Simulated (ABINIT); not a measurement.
An input for ABINIT 10.8.3 (ZrZnF6 (Fm-3m)):

```
acell 3*1.0 Angstrom
rprim 
  -0.000000000000 4.028896100000 4.028896100000
  4.028896100000 -0.000000000000 4.028896100000
  4.028896100000 4.028896100000 -0.000000000000
ntypat 3
znucl 40 30 9
natom 8
typat 1 2 3 3 3 3 3 3
xred 
  0.000000000000 0.000000000000 0.000000000000
  0.500000000000 0.500000000000 0.500000000000
  0.750139860000 0.249860140000 0.249860140000
  0.249860140000 0.750139860000 0.750139860000
  0.249860140000 0.750139860000 0.249860140000
  0.750139860000 0.249860140000 0.750139860000
  0.249860140000 0.249860140000 0.750139860000
  0.750139860000 0.750139860000 0.249860140000
pp_dirpath "pseudos"
pseudos "Zr.upf, Zn.upf, F.upf"
ecut 36
ngkpt 2 2 2
nshiftk 1
shiftk 0 0 0
kptopt 1
chksymbreak 0
istwfk *1
occopt 1
irdwfk 1
optdriver 4
nband 81
gwcalctyp 0
ecutsigx 36
symsigma 0
nkptgw 2
kptgw 
  0.5000000000 0.0000000000 0.0000000000
  0.0000000000 0.0000000000 0.0000000000
bdgw 
  36 40
  35 41
ecuteps 3.2
irdscr 1
ppmodel 1
indata_prefix "in"
outdata_prefix "out"
tmpdata_prefix "tmp"
```

```sh
OMP_NUM_THREADS=1 mpirun -n 4 abinit run.abi > log
```

Estimate wall time and host memory on 4 MPI ranks of Arm Neoverse V1, shared host.

It took 16 s; on shared hardware allow 7.9 s to 31 s. Peak host memory was 1.4 GiB.

[Paths, hosts, dates, memory and timing lines, banners, echoed tables and standing remarks are left out of the program output.]

[Logs are printed without paths, hosts, clocks, repeated set-up lines and the standing remarks that a program may print on its own settings, such as how far it seeks lower states.]

[Runs of the session that timed out or met a known fault of the program may be left out.]

[Hosts, paths, dates, database ids (printed as entryN), source tags and the programs' standing remarks are cut or masked in the printed files.]

[G0W0 gaps are taken among the corrected bands and points alone; a level outside them can change the order at an edge.]

[Where Ansatz stands beside ABINIT at settings called matched, ABINIT's density can come from a denser mesh and the files from another edition; pairs whose starting gaps differed by over 0.03 eV were left out, so agreement reads better than it is.]
